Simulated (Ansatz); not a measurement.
# BaPbO3 (Pm-3m): following an unstable mode

Wanted: the energy along a soft mode of BaPbO3 (Pm-3m) and the structure at the end.

Program: Ansatz 0.2.0. Level of theory: DFT PBEsol, scalar-relativistic, plane waves, PAW; PAW set soft_1. Results are calculated unless marked as measured.

### 1. The starting structure

The structure is cubic, space group Pm-3m (No. 221). Conventional cell: a = 4.281 Å, b = 4.281 Å, c = 4.281 Å, α = 90.00°, β = 90.00°, γ = 90.00°. Nearest to Ba lie 12 O at 3.03 Å. Nearest to Pb lie 6 O at 2.14 Å. Nearest to O lie 2 Pb at 2.14 Å and 4 Ba at 3.03 Å. Farther neighbours and most contacts between anions are not listed.

As a file:

```cif
data_structure
_symmetry_space_group_name_H-M 'Pm-3m'
_symmetry_Int_Tables_number 221
_cell_length_a 4.2811
_cell_length_b 4.2811
_cell_length_c 4.2811
_cell_angle_alpha 90.000
_cell_angle_beta 90.000
_cell_angle_gamma 90.000
_cell_volume 78.46
loop_
_atom_site_label
_atom_site_type_symbol
_atom_site_symmetry_multiplicity
_atom_site_Wyckoff_symbol
_atom_site_fract_x
_atom_site_fract_y
_atom_site_fract_z
_atom_site_occupancy
Ba1 Ba 1 b 0.50000 0.50000 0.50000 1
Pb1 Pb 1 a 0.00000 0.00000 0.00000 1
O1 O 3 d 0.00000 0.50000 0.00000 1
```

### 2. Phonons on a q mesh

The cell comes from relaxations at this level that are not shown. Stability and thermal properties need the whole zone. Linear response on a 4×4×4 q mesh gives force constants as far as a supercell of that size would.

Contents of input.yaml:

```yaml
crystal:
  lattice:
    - [4.2810684894, 0.0, 0.0]
    - [0.0, 4.2810684894, 0.0]
    - [0.0, 0.0, 4.2810684894]
  atoms:
    - { symbol: Ba, position: [0.5, 0.5, 0.5] }
    - { symbol: Pb, position: [0.0, 0.0, 0.0] }
    - { symbol: O, position: [0.0, 0.5, 0.0] }
    - { symbol: O, position: [0.0, 0.0, 0.5] }
    - { symbol: O, position: [0.5, 0.0, 0.0] }
kpoints:
  mp_grid: { grid: [8, 8, 8] }
hamiltonian:
  xc: pbesol
  pseudopotentials: { kind: paw, azcp: { folder: soft_1 }, xc_functional: pbe }
scf:
  occupations: { method: methfessel_paxton, width: 0.2 }
output:
  eigenvalues: true
phonons:
  method: dfpt
  qmesh: [4, 4, 4]
  temperatures: { t_max: 1000, t_step: 50 }
  qpath:
    path:
      - [[0.0, 0.0, 0.0], [0.0, 0.5, 0.0], [0.5, 0.5, 0.0], [0.0, 0.0, 0.0], [0.5, 0.5, 0.5], [0.0, 0.5, 0.0]]
      - [[0.5, 0.5, 0.5], [0.5, 0.5, 0.0]]
    npoints: 10
```

The run is started by

```console
$ ansatz run input.yaml --threads 4 --pin off --max-ram 10240MiB --backend cpu --events-out ev --progress --plain --runs-dir out
```

Numbers of over 12 decimals in the logs are rounded to 6 here.

The log of the run:

```text
Engine: ansatz 0.2.0, aarch64-unknown-linux-gnu
Pseudopotentials: kind: paw
Pseudopotential: Ba, paw, valence charge 10, recommended cutoff 420 eV (normal), soft_1/Ba.paw.azcp
Pseudopotential: Pb, paw, valence charge 14, recommended cutoff 420 eV (normal), soft_1/Pb.paw.azcp
Pseudopotential: O, paw, valence charge 6, recommended cutoff 420 eV (normal), soft_1/O.paw.azcp
Functional definition: PBEsol
  exchange = pbesol_x
  correlation = pbesol_c
Crystal: 5 atoms, lattice volume = 78.461 Å³
Basis set: ecut = 420 eV, 1551 PW (Γ), exchange–correlation on 60×60×60 points (8 copies of the dense FFT grid, shifted against one another)
Bands: 26, of which v1, the nominal top of the filled ones, is band 21 counted from 1 (20 counted from 0)
Symmetry: 48 space group operations
k-points: 35 of 512
Non-local potential: Ba, projectors of the file, l = 0: 3, l = 1: 2, l = 2: 2, l = 3: 2
Non-local potential: Pb, projectors of the file, l = 0: 2, l = 1: 2, l = 2: 2, l = 3: 1
Non-local potential: O, projectors of the file, l = 0: 2, l = 1: 2, l = 2: 1
PAW form: soft (Blöchl's): semilocal exchange-correlation on the pseudo side does not see the compensation charge
PAW frozen core: Ba, regenerated for the run's functional, and the local potential with it (the file was generated under x = pbe(κ = 0.804, μ = 0.219515), c = pbe(β = 0.066725))
PAW frozen core: Pb, regenerated for the run's functional, and the local potential with it (the file was generated under x = pbe(κ = 0.804, μ = 0.219515), c = pbe(β = 0.066725))
PAW frozen core: O, regenerated for the run's functional, and the local potential with it (the file was generated under x = pbe(κ = 0.804, μ = 0.219515), c = pbe(β = 0.066725))
PAW one-centre angular grid: Ba, 194 points (default); XC on 64 Gauss nodes
PAW one-centre angular grid: Pb, 590 points (default); XC on 64 Gauss nodes
PAW one-centre angular grid: O, 110 points (default); XC on 64 Gauss nodes
Initial density: superposition of atomic densities (chi_scale 0.1, normalization cell, long waves kept (reshape's long-wave potential 0.00 eV rms))
Initial wavefunctions: pseudopotential atomic-orbital guess
Functional: x = pbesol(κ = 0.804, μ = 0.123457), c = pbesol(β = 0.046)
SCF iter   1: F=—  HF=-19304.939741 eV  |F-HF|=—  |Δ(HF+E_count)|=         —  Δρ=5.67e-2  dr2=3.60e0  ethr=3.10e-3  ⟨swp⟩=11.0  Hψ=6009  notcnv=0
preconditioner: auto → Resta (q_TF=auto, 2.458 Å⁻¹)  ε∞=4.8  [insulator: Δε(μ)=0.307 eV  Ē_g=13.648 eV  σ=0.200 eV  W_gap=0.63  n_scr=18 (ndim 8)  ℏωp=26.5 eV  f_vac=0.000  D(μ)=0.30/eV (n_scr^D=0)  ε∞_Penn≈4.8]
SCF iter   2: F=—  HF=-19304.046806 eV  |F-HF|=—  |Δ(HF+E_count)|=   8.93e-1  S|Δr|=    0.00e0  Δρ=3.21e-2  dr2=1.32e0  ethr=3.10e-3  ⟨swp⟩=3.9  Hψ=1927  notcnv=0  defer=31
SCF iter   3: F=—  HF=-19303.526638 eV  |F-HF|=—  |Δ(HF+E_count)|=   5.20e-1  S|Δr|=    0.00e0  Δρ=8.21e-3  dr2=7.98e-2  ethr=3.10e-3  ⟨swp⟩=4.2  Hψ=1737  notcnv=0  defer=31
SCF iter   4: F=—  HF=-19303.498164 eV  |F-HF|=—  |Δ(HF+E_count)|=   2.85e-2  S|Δr|=    0.00e0  Δρ=1.89e-3  dr2=2.73e-3  ethr=1.90e-4  ⟨swp⟩=3.4  Hψ=2055  notcnv=0  defer=31
SCF iter   5: F=—  HF=-19303.498124 eV  |F-HF|=—  |Δ(HF+E_count)|=   3.98e-5  S|Δr|=    0.00e0  Δρ=3.56e-4  dr2=1.19e-4  ethr=6.50e-6  ⟨swp⟩=2.6  Hψ=1578  notcnv=0  defer=31
SCF iter   6: F=—  HF=-19303.498117 eV  |F-HF|=—  |Δ(HF+E_count)|=   7.67e-6  S|Δr|=    0.00e0  Δρ=7.67e-5  dr2=3.44e-6  ethr=2.84e-7  ⟨swp⟩=2.5  Hψ=1722  notcnv=0  defer=31
SCF iter   7: F=—  HF=-19303.498119 eV  |F-HF|=—  |Δ(HF+E_count)|=   2.85e-6  S|Δr|=    0.00e0  Δρ=1.91e-5  dr2=2.85e-7  ethr=8.19e-9  ⟨swp⟩=2.1  Hψ=1515  notcnv=0  defer=31
SCF iter   8: F=—  HF=-19303.498120 eV  |F-HF|=—  |Δ(HF+E_count)|=   2.91e-7  S|Δr|=    0.00e0  Δρ=4.57e-6  dr2=1.93e-8  ethr=6.80e-10  ⟨swp⟩=2.1  Hψ=1412  notcnv=0  defer=31
SCF iter   9: F=—  HF=-19303.498120 eV  |F-HF|=—  |Δ(HF+E_count)|=   2.57e-8  S|Δr|=    0.00e0  Δρ=1.25e-6  dr2=1.34e-9  ethr=4.59e-11  ⟨swp⟩=2.6  Hψ=1764  notcnv=0  defer=31
SCF iter  10: F=—  HF=-19303.498120 eV  |F-HF|=—  |Δ(HF+E_count)|=  1.60e-10  S|Δr|=    0.00e0  Δρ=4.13e-7  dr2=8.02e-11  ethr=3.20e-12  ⟨swp⟩=2.2  Hψ=1576  notcnv=0  defer=31
SCF iter  11: F=-19303.498120 eV  HF=-19303.498120 eV  |F-HF|=3.64e-12  |Δ(HF+E_count)|=  7.28e-12  S|Δr|=    0.00e0  Δρ=7.23e-8  dr2=2.64e-12  ethr=1.00e-12  ⟨swp⟩=18.6  Hψ=7142  notcnv=0
SCF 1 converged in 11 iterations: F = -19303.498120 eV  dr2 = 2.64e-12
  greatest PAW one-centre occupation: 0.986 electrons in one spin orbital (limit 2), on the Pb atom at site 1 (counted from 0), in its partial waves of l = 2
Initial density: read from a saved state, or passed on in memory by an earlier SCF of this step, an earlier step, the calling program or the single point that the run made first
iter 1 solved again at ethr=5.90e-7 eV; its pass at ethr=3.10e-3 eV (dr2=2.48e-4 eV) is discarded
SCF iter   1: F=—  HF=-19303.498120 eV  |F-HF|=—  |Δ(HF+E_count)|=         —  Δρ=2.06e-6  dr2=1.59e-9  ethr=5.90e-7  ⟨swp⟩=3.5  Hψ=7895  notcnv=0
eigensolver tolerance schedule: the retry pair's looser diagonalisation over-reported the residual by 155844.68 of it (diagonalisation noise at an unbounded share of the residual, at the tolerance the schedule requests for it); recorded, not acted on — ethr = c·dr2/N_el stays at c = 1.0e-1
preconditioner: auto → Kerker (q_TF=auto, 2.458 Å⁻¹)  [metal: Δε(μ)=0.001 eV  Ē_g=15.630 eV  σ=0.200 eV  W_gap=0.01  n_scr=18 (ndim 8)  ℏωp=27.2 eV  f_vac=0.000  D(μ)=1.01/eV (n_scr^D=6)]
SCF iter   2: F=—  HF=-19303.498120 eV  |F-HF|=—  |Δ(HF+E_count)|=   4.65e-7  S|Δr|=    0.00e0  Δρ=1.01e-6  dr2=2.51e-10  ethr=3.79e-12  ⟨swp⟩=5.2  Hψ=2956  notcnv=0
SCF iter   3: F=—  HF=-19303.498120 eV  |F-HF|=—  |Δ(HF+E_count)|=  6.18e-11  S|Δr|=    0.00e0  Δρ=6.69e-7  dr2=1.24e-10  ethr=1.00e-12  ⟨swp⟩=1.2  Hψ=920  notcnv=0
SCF iter   4: F=—  HF=-19303.498120 eV  |F-HF|=—  |Δ(HF+E_count)|=  2.55e-11  S|Δr|=    0.00e0  Δρ=3.34e-7  dr2=4.09e-11  ethr=1.00e-12  ⟨swp⟩=1.3  Hψ=919  notcnv=0
SCF iter   5: F=—  HF=-19303.498120 eV  |F-HF|=—  |Δ(HF+E_count)|=  7.28e-12  S|Δr|=    0.00e0  Δρ=2.64e-7  dr2=2.62e-11  ethr=1.00e-12  ⟨swp⟩=1.3  Hψ=938  notcnv=0
SCF iter   6: F=—  HF=-19303.498120 eV  |F-HF|=—  |Δ(HF+E_count)|=    0.00e0  S|Δr|=    0.00e0  Δρ=1.93e-7  dr2=1.41e-11  ethr=1.00e-12  ⟨swp⟩=1.2  Hψ=932  notcnv=0
SCF iter   7: F=-19303.498120 eV  HF=-19303.498120 eV  |F-HF|=3.64e-12  |Δ(HF+E_count)|=  7.28e-12  S|Δr|=    0.00e0  Δρ=1.08e-7  dr2=4.47e-12  ethr=1.00e-12  ⟨swp⟩=5.6  Hψ=3002  notcnv=0
SCF 2 converged in 7 iterations: F = -19303.498120 eV  dr2 = 4.47e-12
phonons: the bands overlap, so this run is a metal and interpolates without the dipole-dipole term. If the crystal is really an insulator or semiconductor, its LO-TO splitting is missing
NSCF: frozen V_eff on 35 k-points
WARN: eigensolver did not converge in 5 slots of this pass, the one above among them; of largest residual over every band (k=13): 1 band(s) unlocked (lowest unlocked band 25, counted from 0; max residual 3.88e-5 eV among the unlocked bands, 3.88e-5 eV over every band); of lowest unlocked band (k=13): band 25
NSCF: frozen V_eff on 125 k-points
DFPT response loops at q = (0, 0, 0) (fractional): preconditioner auto → Kerker (q_TF=auto, 2.458 Å⁻¹) (partly filled bands, converged f_vac=0.000); β = 1.00, the filter's whole step (`scf.mixing.beta` (0.50) is not read by the response loops under this deck's `scf.mixing.preconditioner`; to damp them name `kerker` or `kerker_dos`, under which they read `scf.mixing.beta`, and type it under 1.00, their step now; both keys bind the ground state too); Broyden in place of MSR1
NSCF: frozen V_eff on 400 k-points
DFPT response loops at q = (0, 0, 0.25) (fractional): mixed as the last ones told, above
NSCF: frozen V_eff on 250 k-points
DFPT response loops at q = (0, 0, -0.5) (fractional): mixed as the last ones told, above
NSCF: frozen V_eff on 640 k-points
DFPT response loops at q = (0, 0.25, 0.25) (fractional): mixed as the last ones told, above
NSCF: frozen V_eff on 400 k-points
DFPT response loops at q = (0, 0.25, -0.5) (fractional): mixed as the last ones told, above
NSCF: frozen V_eff on 250 k-points
DFPT response loops at q = (0, -0.5, -0.5) (fractional): mixed as the last ones told, above
NSCF: frozen V_eff on 1024 k-points
DFPT response loops at q = (0.25, 0.25, 0.25) (fractional): mixed as the last ones told, above
NSCF: frozen V_eff on 640 k-points
DFPT response loops at q = (0.25, 0.25, -0.5) (fractional): mixed as the last ones told, above
NSCF: frozen V_eff on 400 k-points
DFPT response loops at q = (0.25, -0.5, -0.5) (fractional): mixed as the last ones told, above
NSCF: frozen V_eff on 250 k-points
DFPT response loops at q = (-0.5, -0.5, -0.5) (fractional): mixed as the last ones told, above
SCF converged after 11 iterations
Stability not checked: this state was not tested for a lower state beside it, because cold or Methfessel-Paxton smearing, or corrected tetrahedra, fill the levels in a way that the test cannot read (fill_not_monotonic; see scf.lower_state_search)
Free energy (F): -19303.498120 eV
Harris-Foulkes:  -19303.498120 eV  (|F-HF|=3.64e-12)
Internal energy: -19303.509129 eV  (E = F + TS)
E sigma→0 (E₀):  -19303.500872 eV
Entropy (-TS):   0.011009 eV (2.202 meV/atom)
Fermi energy:    9.133921 eV
--- Per-component energies (eV) ---
  E_band       = -15.329036
  E_kinetic    = 958.979891
  E_local      = -2322.977761  (includes V_loc(G=0)·N_el)
  E_nonlocal   = 567.517733
  E_hartree    = 888.829646
  E_xc         = -608.539443
  E_vxc        = -533.905020  (∫ρ·V_xc dr)
  E_paw        = -15836.631062  (= ΣΔE_a)
  E_vpaw       = -462.605330  (= ΣTr[D̂ρ^β])
  E_aug_tail   = 0.002234  (compensation charges beyond the density's cutoff)
  E_ewald      = -2951.009838
  E_core_change = 0.319471  (= ΣΔE_core)
  E_smearing   = 0.011009  (= −TS)
  E_closure    = -0.000000  (closes the sum)
  Σ components = -19303.498120   (vs F -19303.498120, Δ=0.00e0)
--- Band table (eV; the first three rows and the last of 35) ---
  k-point 0: bands = [... 17 lower, 8.1490, 8.1490, 8.5166, 8.5166, 8.5166, 13.8033, 13.8033, 15.5002, ... 1 higher]
  k-point 1: bands = [... 17 lower, 8.1201, 8.1201, 8.4847, 8.4847, 8.9870, 14.0241, 14.0325, 15.7890, ... 1 higher]
  k-point 2: bands = [... 17 lower, 8.0625, 8.0625, 8.4093, 8.4093, 10.3010, 14.5671, 14.6166, 16.2365, ... 1 higher]
  k-point 34: bands = [... 17 lower, 9.0650, 9.0650, 9.1350, 9.1350, 13.9133, 13.9133, 13.9133, 15.8997, ... 1 higher]
--- Phonons (Γ-DFPT): 4 representative perturbations + reference (Σ response iterations 13) ---
  ASR residual: 4.749e-5 → 0.000e0 eV/Å²; symmetrization residual: 1.159e-6 eV/Å²
  ASR residual per site (eV/Å²): 2.54e-6 4.59e-6 4.75e-5 4.75e-5 4.75e-5
  Γ frequencies (cm⁻¹): 0.00 0.00 0.00 44.03 44.03 44.03 83.25 83.25 83.25 130.93 130.93 130.93 564.33 564.33 564.33
--- Phonons (arbitrary-q DFPT): 10 irreducible q on the 4×4×4 mesh ---
  q = [0.0000, 0.0000, 0.0000] (star 1, of the zone-centre solve; hermiticity 1.32e-7, symmetrization 2.97e-12): -0.00 0.00 0.00 44.03 44.03 44.03 83.25 83.25 83.25 130.93 130.93 130.93 564.33 564.33 564.33
  q = [0.0000, 0.0000, 0.2500] (star 6, 9 solved perturbations in 1560 linear systems a pass and spin channel, the states on 200 of 512 k-point pairs; hermiticity 2.93e-7, symmetrization 7.18e-13): 40.24 40.24 59.88 59.88 78.71 102.07 102.07 110.73 125.24 130.52 130.52 222.60 568.14 568.14 578.99
  q = [0.0000, 0.0000, -0.5000] (star 3, 9 solved perturbations in 975 linear systems a pass and spin channel, the states on 125 of 512 k-point pairs; hermiticity 6.49e-8, symmetrization 6.74e-13): 52.50 52.50 72.47 72.47 99.59 120.57 120.57 131.22 131.22 135.00 161.43 282.16 572.01 572.01 591.25
  q = [0.0000, 0.2500, 0.2500] (star 12, 9 solved perturbations in 2460 linear systems a pass and spin channel, the states on 320 of 512 k-point pairs; hermiticity 2.97e-7, symmetrization 2.16e-14): -80.03 35.87 51.64 76.11 77.70 97.10 116.52 124.20 132.11 162.94 168.76 264.70 501.38 572.09 626.66
  q = [0.0000, 0.2500, -0.5000] (star 12, 15 solved perturbations on 200 of 512 k-point pairs; hermiticity 1.87e-7, symmetrization 1.44e-14): -108.48 51.83 57.89 64.51 87.47 111.47 131.45 135.44 146.01 174.53 196.12 285.98 468.09 575.98 635.81
  q = [0.0000, -0.5000, -0.5000] (star 3, 9 solved perturbations in 975 linear systems a pass and spin channel, the states on 125 of 512 k-point pairs; hermiticity 1.32e-7, symmetrization 1.99e-13): -150.23 27.50 27.50 60.67 97.27 136.14 136.14 142.10 142.10 208.80 208.80 292.64 310.37 579.82 642.33
  q = [0.2500, 0.2500, 0.2500] (star 8, 4 solved perturbations in 1376 linear systems a pass and spin channel, the states on 512 of 512 k-point pairs; hermiticity 1.77e-7, symmetrization 3.12e-13): -99.26 -62.26 -62.26 56.66 56.66 73.53 141.93 148.70 148.70 195.12 195.12 270.90 503.83 503.83 646.44
  q = [0.2500, 0.2500, -0.5000] (star 12, 9 solved perturbations in 2460 linear systems a pass and spin channel, the states on 320 of 512 k-point pairs; hermiticity 1.64e-7, symmetrization 1.65e-13): -125.05 -93.47 -68.70 61.26 63.54 66.84 147.61 149.67 183.02 206.11 215.13 274.94 451.50 506.94 652.68
  q = [0.2500, -0.5000, -0.5000] (star 6, 9 solved perturbations in 1560 linear systems a pass and spin channel, the states on 200 of 512 k-point pairs; hermiticity 1.06e-7, symmetrization 1.21e-13): -157.67 -113.92 -113.92 63.82 63.82 65.67 150.33 184.53 184.53 226.15 226.15 268.53 316.05 493.26 656.44
  q = [-0.5000, -0.5000, -0.5000] (star 1, 4 solved perturbations in 350 linear systems a pass and spin channel, the states on 125 of 512 k-point pairs; hermiticity 5.43e-8, symmetrization 1.53e-13): -163.44 -163.44 -163.44 65.58 65.58 65.58 189.91 189.91 189.91 240.92 240.92 240.92 319.76 319.76 658.28
  sum rule: each row above includes the acoustic sum rule's correction from the zone centre's row sums; it moved no ω² by more than (0.90 cm⁻¹)²
  mesh force constants: q→R imaginary residual 1.21e-18; ASR residual 4.749e-5 → 0.000e0 eV/Å²; symmetrization residual 1.421e-14 eV/Å²
  interpolated dispersion: 62 rows × 15 modes
  density of states and harmonic sums: on the 16×16×16 q-mesh, interpolated from the force constants of a 4×4×4 supercell (no non-analytic term)
  largest difference from the sums on the solved wave vectors: F 7.52e-2 eV, S 9.08e-5 and C_V 2.16e-5 eV/K
  zero-point energy: 0.185078 eV/cell   skipped modes (ω ≤ 0): 251, of them read as no rigid motion or as one in doubt: 248 (1.552e0 modes/cell left out, lowest -163.44 cm⁻¹)   left out of the sums: 1.03e-1 of the cell's modes: C_V's classical limit lies that fraction below 3 k_B per atom; for a crystal, a wire or a layer, F and S can be off by more, and a phonons.interpolated_qmesh denser along its periods is the remedy for the sampling
```

Elapsed: 11 min, on 4 threads of Arm Neoverse V2, shared host; peak memory 2.6 GiB.

Reading the cycles: dr2 is the Hartree energy of the density residual (eV), the measure of convergence; HF is the Harris–Foulkes estimate of the energy, which meets the free energy F at convergence.

Numbers from this step:

* volume per atom: 15.69 Å³
* gap on the k-mesh: 0 eV
* sum-rule residual before enforcement: 4.75e-5 eV/Å²
* lowest frequency on the path: -163.4 cm⁻¹
* point group: m-3m
* highest frequency on the path or at a solved wavevector: 659.7 cm⁻¹
* highest optical mode at the zone centre (no LO-TO term): 564.3 cm⁻¹
* lowest optical zone-centre mode: 44.03 cm⁻¹
* lowest mode on the q mesh (acoustic modes at Γ apart): -163.4 cm⁻¹

Frequencies (cm⁻¹) solved at each irreducible wavevector; negative means imaginary. Frequencies by wavevector, by row:

```csv
q in reciprocal lattice units,star,mode 1,mode 2,mode 3,mode 4,mode 13,mode 14,mode 15
0 0 0,1,0,0,0,44,564.3,564.3,564.3
0 0 0.25,6,40.2,40.2,59.9,59.9,568.1,568.1,579
0 0 -0.5,3,52.5,52.5,72.5,72.5,572,572,591.2
0 0.25 0.25,12,-80,35.9,51.6,76.1,501.4,572.1,626.7
0 0.25 -0.5,12,-108.5,51.8,57.9,64.5,468.1,576,635.8
0 -0.5 -0.5,3,-150.2,27.5,27.5,60.7,310.4,579.8,642.3
0.25 0.25 0.25,8,-99.3,-62.3,-62.3,56.7,503.8,503.8,646.4
0.25 0.25 -0.5,12,-125,-93.5,-68.7,61.3,451.5,506.9,652.7
0.25 -0.5 -0.5,6,-157.7,-113.9,-113.9,63.8,316.1,493.3,656.4
-0.5 -0.5 -0.5,1,-163.4,-163.4,-163.4,65.6,319.8,319.8,658.3
```

Interpolated from a 4×4×4 q mesh. Phonon branches along the path, in cm⁻¹:

```csv
point,branch 1,branch 2,branch 3,branch 4,branch 12,branch 13,branch 14,branch 15
Γ,0,0,0,44,131,564,564,564
halfway,40,40,60,60,223,568,568,579
X,52,52,72,72,282,572,572,591
halfway,-108,52,58,64,286,468,576,636
M,-150,28,28,61,293,310,580,642
halfway,-80,36,52,76,265,501,572,627
Γ,0,0,0,44,131,564,564,564
halfway,-99,-62,-62,57,271,504,504,646
R,-163,-163,-163,66,241,320,320,658
halfway,-125,-94,-69,61,275,452,507,653
X,52,52,72,72,282,572,572,591
jump to R,-163,-163,-163,66,241,320,320,658
halfway,-158,-114,-114,64,268,316,493,656
M,-150,28,28,61,293,310,580,642
```

Symmetry leaves 10 wavevectors to solve. The lowest mode among them, the acoustic zeros apart, lies at q = (-0.5, -0.5, -0.5) and is imaginary, 163.4i cm⁻¹, so the energy falls along it.

[end of part 1 of 3]

[Logs are printed without paths, hosts, clocks, repeated set-up lines and the standing remarks that a program may print on its own settings, such as how far it seeks lower states.]

[Hosts, paths, dates, database ids (printed as entryN), source tags and the programs' standing remarks are cut or masked in the printed files.]
